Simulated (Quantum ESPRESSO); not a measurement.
**La2Fe2Se2O3: which magnetic order is lowest**

Wanted: the moments of La2Fe2Se2O3 and the energy of each order that was tried.

Method: PBEsol with U = 4.5 eV on Fe d (ortho-atomic projectors); plane waves with GBRV 1.5 PBEsol potentials, no spin-orbit coupling, in Quantum ESPRESSO 7.5.

## Step 1: Set-up

Symmetry: I4/mmm, No. 139, tetragonal system. Conventional cell: a = 4.122 Å, b = 4.122 Å, c = 18.979 Å, α = 90.00°, β = 90.00°, γ = 90.00°. Nearest to La lie 4 O at 2.39 Å and 4 Se at 3.36 Å. Nearest to Fe lie 2 O at 2.06 Å and 4 Se at 2.77 Å. Nearest to Se lie 4 Fe at 2.77 Å and 4 La at 3.36 Å. Nearest to O lie 4 Fe at 2.06 Å. Nearest to O lie 4 La at 2.39 Å. Farther neighbours and most contacts between anions are not listed.

The cell comes from Materials Project 2023-11-01, a database of computed structures, and need not be the stable phase.

## Step 2: Run 1 (ferro ++)

The signs are those of the starting moments on the seeded atoms, the atoms that are given a moment.

pw.in reads:

```
&CONTROL
  calculation = 'scf'
  prefix = 'pwscf'
  outdir = './tmp'
  pseudo_dir = './pseudo'
  disk_io = 'nowf'
/
&SYSTEM
  ibrav = 0
  celldm(1) = 8
  nat = 9
  ntyp = 4
  ecutwfc = 40
  ecutrho = 280
  nbnd = 59
  occupations = 'smearing'
  smearing = 'fd'
  degauss = 0.00367493
  nspin = 2
  starting_magnetization(1) = 0
  starting_magnetization(2) = 0.25
  starting_magnetization(3) = 0
  starting_magnetization(4) = 0
/
&ELECTRONS
  conv_thr = 1.8d-08
  electron_maxstep = 150
  mixing_beta = 0.3
/
ATOMIC_SPECIES
La    138.9055 la_pbesol_v1.uspp.F.UPF
Fe     55.8450 fe_pbesol_v1.5.uspp.F.UPF
Se     78.9710 se_pbesol_v1.uspp.F.UPF
O      15.9990 o_pbesol_v1.2.uspp.F.UPF
CELL_PARAMETERS alat
  -0.4867992383363    0.4868027816909    2.2415679752646
   0.4867992383363   -0.4868027816909    2.2415679752646
   0.4867992383363    0.4868027816909   -2.2415679752646
ATOMIC_POSITIONS crystal
La      0.3136675000    0.3136675000    0.0000000000
La      0.6863325000    0.6863325000    0.0000000000
Fe      0.0000000000    0.5000000000    0.5000000000
Fe      0.5000000000    0.0000000000    0.5000000000
Se      0.9021490000    0.9021490000    0.0000000000
Se      0.0978510000    0.0978510000    0.0000000000
O       0.5000000000    0.5000000000    0.0000000000
O       0.2500010000    0.7500010000    0.5000000000
O       0.7499990000    0.2499990000    0.5000000000
K_POINTS automatic
6 6 6 0 0 0
HUBBARD {ortho-atomic}
U Fe-3d 4.5000
```

Run with:

```bash
$ OMP_NUM_THREADS=1 mpirun -n 4 pw.x -nk 4 -in pw.in > pw.out
```

What it wrote:

```text
Program PWSCF v.7.5 starts

     Message from routine setup:
     using ibrav=0 with symmetry is DISCOURAGED, use correct ibrav instead

     K-points division:     npool     =       4
     Subspace diagonalization in iterative solution of the eigenvalue problem:

     G-vector sticks info
     --------------------
     sticks:   dense  smooth     PW     G-vecs:    dense   smooth      PW
     Sum        4395    2511    875                86063    37233    7675

     Using Slab Decomposition

     bravais-lattice index     =            0
     lattice parameter (alat)  =       8.0000  a.u.
     unit-cell volume          =    1087.8896 (a.u.)^3
     number of atoms/cell      =            9
     number of atomic types    =            4
     number of electrons       =        84.00
     number of Kohn-Sham states=           59
     kinetic-energy cutoff     =      40.0000  Ry
     charge density cutoff     =     280.0000  Ry
     scf convergence threshold =      1.8E-08
     mixing beta               =       0.3000
     number of iterations used =            8  plain     mixing
     Exchange-correlation= SLA  PW   PSX  PSC
                           (   1   4  10   8   0   0   0)
     Hubbard projectors: ortho-atomic
     Hubbard parameters of DFT+U (Dudarev formulation) in eV:
     U(Fe-3d) =  4.5000

     Internal variables: lda_plus_u =T, lda_plus_u_kind = 0

     Internal variables: orbital_resolved =F, hub_pot_fix =F, apply_U = F

     celldm(1)=   8.000000  celldm(2)=   0.000000  celldm(3)=   0.000000
     celldm(4)=   0.000000  celldm(5)=   0.000000  celldm(6)=   0.000000

     crystal axes: (cart. coord. in units of alat)
               a(1) = (  -0.486799   0.486803   2.241568 )
               a(2) = (   0.486799  -0.486803   2.241568 )
               a(3) = (   0.486799   0.486803  -2.241568 )

     reciprocal axes: (cart. coord. in units 2 pi/alat)
               b(1) = (  0.000000  1.027110  0.223058 )
               b(2) = (  1.027117  0.000000  0.223058 )
               b(3) = (  1.027117  1.027110  0.000000 )

     PseudoPot. # 1 for La read from file:
     la_pbesol_v1.uspp.F.UPF
     Pseudo is Ultrasoft + core correction, Zval = 11.0
     Generated by new atomic code, or converted to UPF format
     Using radial grid of  995 points,  8 beta functions with:
                l(1) =   0
                l(2) =   0
                l(3) =   1
                l(4) =   1
                l(5) =   2
                l(6) =   2
                l(7) =   3
                l(8) =   3
     Q(r) pseudized with  8 coefficients,  rinner =    1.700   1.700   1.700
                                                       1.700   1.700   1.700
                                                       1.700

     PseudoPot. # 2 for Fe read from file:
     fe_pbesol_v1.5.uspp.F.UPF
     Pseudo is Ultrasoft + core correction, Zval = 16.0
     Generated by new atomic code, or converted to UPF format
     Using radial grid of  861 points,  6 beta functions with:
                l(1) =   0
                l(2) =   0
                l(3) =   1
                l(4) =   1
                l(5) =   2
                l(6) =   2
     Q(r) pseudized with  8 coefficients,  rinner =    1.000   1.000   1.000
                                                       1.000   1.000

     PseudoPot. # 3 for Se read from file:
     se_pbesol_v1.uspp.F.UPF
     Pseudo is Ultrasoft + core correction, Zval =  6.0
     Generated by new atomic code, or converted to UPF format
     Using radial grid of  877 points,  6 beta functions with:
                l(1) =   0
                l(2) =   0
                l(3) =   1
                l(4) =   1
                l(5) =   2
                l(6) =   2
     Q(r) pseudized with  8 coefficients,  rinner =    1.300   1.300   1.300
                                                       1.300   1.300

     PseudoPot. # 4 for O  read from file:
     o_pbesol_v1.2.uspp.F.UPF
     Pseudo is Ultrasoft + core correction, Zval =  6.0
     Generated by new atomic code, or converted to UPF format
     Using radial grid of  737 points,  5 beta functions with:
                l(1) =   0
                l(2) =   0
                l(3) =   1
                l(4) =   1
                l(5) =   2
     Q(r) pseudized with  8 coefficients,  rinner =    0.900   0.900   0.900
                                                       0.900   0.900

     atomic species   valence    mass     pseudopotential
     La               11.00   138.90550     La( 1.00)
     Fe               16.00    55.84500     Fe( 1.00)
     Se                6.00    78.97100     Se( 1.00)
     O                 6.00    15.99900     O ( 1.00)

     Starting magnetic structure
     atomic species   magnetization
     La              0.000
     Fe              0.250
     Se              0.000
     O               0.000

      8 Sym. Ops., with inversion, found

   Cartesian axes

     site n.     atom                  positions (alat units)
         1        La     tau(   1) = (   0.0000000  -0.0000000   1.4062140  )
         2        La     tau(   2) = (   0.0000000  -0.0000000   3.0769219  )
         3        Fe     tau(   3) = (   0.4867992   0.0000000   0.0000000  )
         4        Fe     tau(   4) = (   0.0000000   0.4868028   0.0000000  )
         5        Se     tau(   5) = (   0.0000000  -0.0000000   4.0444566  )
         6        Se     tau(   6) = (   0.0000000   0.0000000   0.4386793  )
         7        O      tau(   7) = (   0.0000000   0.0000000   2.2415680  )
         8        O      tau(   8) = (   0.4867992  -0.0000000   1.1207885  )
         9        O      tau(   9) = (   0.0000000   0.4868028   1.1207795  )

     number of k points=    46  Fermi-Dirac smearing, width (Ry)=  0.0037
                       cart. coord. in units 2pi/alat
        k(    1) = (   0.0000000   0.0000000   0.0000000), wk =   0.0046296
        k(    2) = (   0.1711862   0.1711850   0.0000000), wk =   0.0185185
        k(    3) = (   0.3423725   0.3423700   0.0000000), wk =   0.0185185
        k(    4) = (  -0.5135587  -0.5135550   0.0000000), wk =   0.0092593
        k(    5) = (   0.1711862   0.0000000   0.0371764), wk =   0.0185185
        [... 41 further k-points ...]

     Dense  grid:    86063 G-vectors     FFT dimensions: ( 100, 100, 100)

     Smooth grid:    37233 G-vectors     FFT dimensions: (  75,  75,  75)

     Check: negative core charge=   -0.000014
     Generating pointlists ...
     new r_m :   0.2328 (alat units)  1.8622 (a.u.) for type    1
     new r_m :   0.2008 (alat units)  1.6064 (a.u.) for type    2
     new r_m :   0.2703 (alat units)  2.1625 (a.u.) for type    3
     new r_m :   0.2008 (alat units)  1.6064 (a.u.) for type    4

     Initial potential from superposition of free atoms

     starting charge      81.9411, renormalised to      84.0000

     negative rho (up, down):  7.774E-02 7.774E-02

     STARTING HUBBARD OCCUPATIONS:

     =================== HUBBARD OCCUPATIONS ===================
     ------------------------ ATOM    3 ------------------------
     Tr[ns(  3)] (up, down, total) =   5.00000  0.00000  5.00000
     Atomic magnetic moment for atom   3 =   5.00000
     [... lines left out ...]
     ------------------------ ATOM    4 ------------------------
     Tr[ns(  4)] (up, down, total) =   5.00000  0.00000  5.00000
     Atomic magnetic moment for atom   4 =   5.00000
     [... lines left out ...]
     Number of occupied Hubbard levels =   10.0000

     Atomic wfc used for Hubbard projectors are orthogonalized

     Starting wfcs are   86 randomized atomic wfcs

     Self-consistent Calculation

     iteration #  1     ecut=    40.00 Ry     beta= 0.30
     Davidson diagonalization with overlap
     ethr =  1.00E-02,  avg # of iterations =  4.8

     =================== HUBBARD OCCUPATIONS ===================
     ------------------------ ATOM    3 ------------------------
     Tr[ns(  3)] (up, down, total) =   4.96294  4.21341  9.17635
     Atomic magnetic moment for atom   3 =   0.74953
     [... lines left out ...]
     ------------------------ ATOM    4 ------------------------
     Tr[ns(  4)] (up, down, total) =   4.96293  4.21344  9.17637
     Atomic magnetic moment for atom   4 =   0.74949
     [... lines left out ...]
     Number of occupied Hubbard levels =   18.3527

     negative rho (up, down):  7.585E-02 7.589E-02

     total energy              =    -866.90909806 Ry
     estimated scf accuracy    <      49.55776228 Ry

     total magnetization       =     1.85 Bohr mag/cell
     absolute magnetization    =     2.44 Bohr mag/cell

     iteration #  2     ecut=    40.00 Ry     beta= 0.30
     Davidson diagonalization with overlap
     ethr =  1.00E-02,  avg # of iterations =  6.8

     total energy              =    -860.67304357 Ry
     estimated scf accuracy    <     668.06971189 Ry

     total magnetization       =     0.20 Bohr mag/cell
     absolute magnetization    =     0.34 Bohr mag/cell

     iteration #  3     ecut=    40.00 Ry     beta= 0.30
     Davidson diagonalization with overlap
     ethr =  1.00E-02,  avg # of iterations =  9.3

     negative rho (up, down):  4.367E-03 4.625E-03

     total energy              =    -887.67342236 Ry
     estimated scf accuracy    <      18.20760948 Ry

     total magnetization       =     5.27 Bohr mag/cell
     absolute magnetization    =     5.78 Bohr mag/cell

     [... further iterations left out ...]

     iteration # 21     ecut=    40.00 Ry     beta= 0.30
     Davidson diagonalization with overlap
     ethr =  1.14E-09,  avg # of iterations =  2.8

     negative rho (up, down):  5.427E-02 5.598E-02

     total energy              =    -888.71675074 Ry
     estimated scf accuracy    <       0.00000073 Ry

     total magnetization       =     8.00 Bohr mag/cell
     absolute magnetization    =     8.04 Bohr mag/cell

     iteration # 22     ecut=    40.00 Ry     beta= 0.30
     Davidson diagonalization with overlap
     ethr =  8.63E-10,  avg # of iterations =  4.0

     negative rho (up, down):  5.426E-02 5.598E-02

     total energy              =    -888.71675111 Ry
     estimated scf accuracy    <       0.00000075 Ry

     total magnetization       =     8.00 Bohr mag/cell
     absolute magnetization    =     8.04 Bohr mag/cell

     iteration # 23     ecut=    40.00 Ry     beta= 0.30
     Davidson diagonalization with overlap
     ethr =  8.63E-10,  avg # of iterations =  3.0

     negative rho (up, down):  5.425E-02 5.597E-02

     total energy              =    -888.71675124 Ry
     estimated scf accuracy    <       0.00000017 Ry

     total magnetization       =     8.00 Bohr mag/cell
     absolute magnetization    =     8.04 Bohr mag/cell

     iteration # 24     ecut=    40.00 Ry     beta= 0.30
     Davidson diagonalization with overlap
     ethr =  2.06E-10,  avg # of iterations =  4.4

     negative rho (up, down):  5.425E-02 5.597E-02

     Magnetic moment per site  (integrated on atomic sphere of radius R)
     atom   1 (R=0.233)  charge=  6.2467  magn=  0.0111
     atom   2 (R=0.233)  charge=  6.2467  magn=  0.0111
     atom   3 (R=0.201)  charge= 13.3106  magn=  3.3737
     atom   4 (R=0.201)  charge= 13.3106  magn=  3.3737
     atom   5 (R=0.270)  charge=  4.4801  magn=  0.0937
     atom   6 (R=0.270)  charge=  4.4801  magn=  0.0937
     atom   7 (R=0.201)  charge=  5.6117  magn=  0.1818
     atom   8 (R=0.201)  charge=  5.6086  magn=  0.0060
     atom   9 (R=0.201)  charge=  5.6086  magn=  0.0060

     End of self-consistent calculation

     =================== HUBBARD OCCUPATIONS ===================
     ------------------------ ATOM    3 ------------------------
     Tr[ns(  3)] (up, down, total) =   4.92835  1.22784  6.15619
     Atomic magnetic moment for atom   3 =   3.70051
     [... lines left out ...]
     ------------------------ ATOM    4 ------------------------
     Tr[ns(  4)] (up, down, total) =   4.92835  1.22784  6.15620
     Atomic magnetic moment for atom   4 =   3.70051
     [... lines left out ...]
     Number of occupied Hubbard levels =   12.3124

     [... lines left out ...]
     the Fermi energy is    10.4621 ev

!    total energy              =    -888.71675149 Ry
     estimated scf accuracy    <          8.7E-09 Ry
     smearing contrib. (-TS)   =      -0.00000000 Ry
     internal energy E=F+TS    =    -888.71675149 Ry

     The total energy is F=E-TS. E is the sum of the following terms:
     one-electron contribution =    -514.36603578 Ry
     hartree contribution      =     298.54138346 Ry
     xc contribution           =    -236.50596518 Ry
     ewald contribution        =    -436.51488864 Ry
     Hubbard energy            =       0.12875465 Ry

     total magnetization       =     8.00 Bohr mag/cell
     absolute magnetization    =     8.04 Bohr mag/cell

     convergence has been achieved in  24 iterations

=------------------------------------------------------------------------------=
   JOB DONE.
=------------------------------------------------------------------------------=
```

Run time: 17 min. Hardware: 4 MPI ranks of Arm Neoverse V2, shared host; peak memory 2.1 GiB; 69 min of CPU time.

Spin moment in the atom's sphere by atom:

```csv
atom,spin moment in the atom's sphere (μB)
La1,0.01
La2,0.01
Fe3,3.37
Fe4,3.37
Se5,0.09
Se6,0.09
O7,0.18
O8,0.01
O9,0.01
```

Numbers from this step:

```
smearing term TS       : 2.63e-8 eV
magnetization          : 8 μB
absolute magnetization : 8.043 μB
final state            : ferromagnetic
```

(Part 1 of 3 ends here.)

[Logs and program files are shortened in this print: banners, set-up blocks, solver, clock and traceback lines can be left out without a mark of their own.]

[Logs are printed without paths, hosts, clocks, repeated set-up lines and the standing remarks that a program may print on its own settings, such as how far it seeks lower states.]

[Hosts, paths, dates, database ids (printed as entryN), source tags and the programs' standing remarks are cut or masked in the printed files.]

[Where a cell is said to come from a database of computed structures, the database is the Materials Project.]
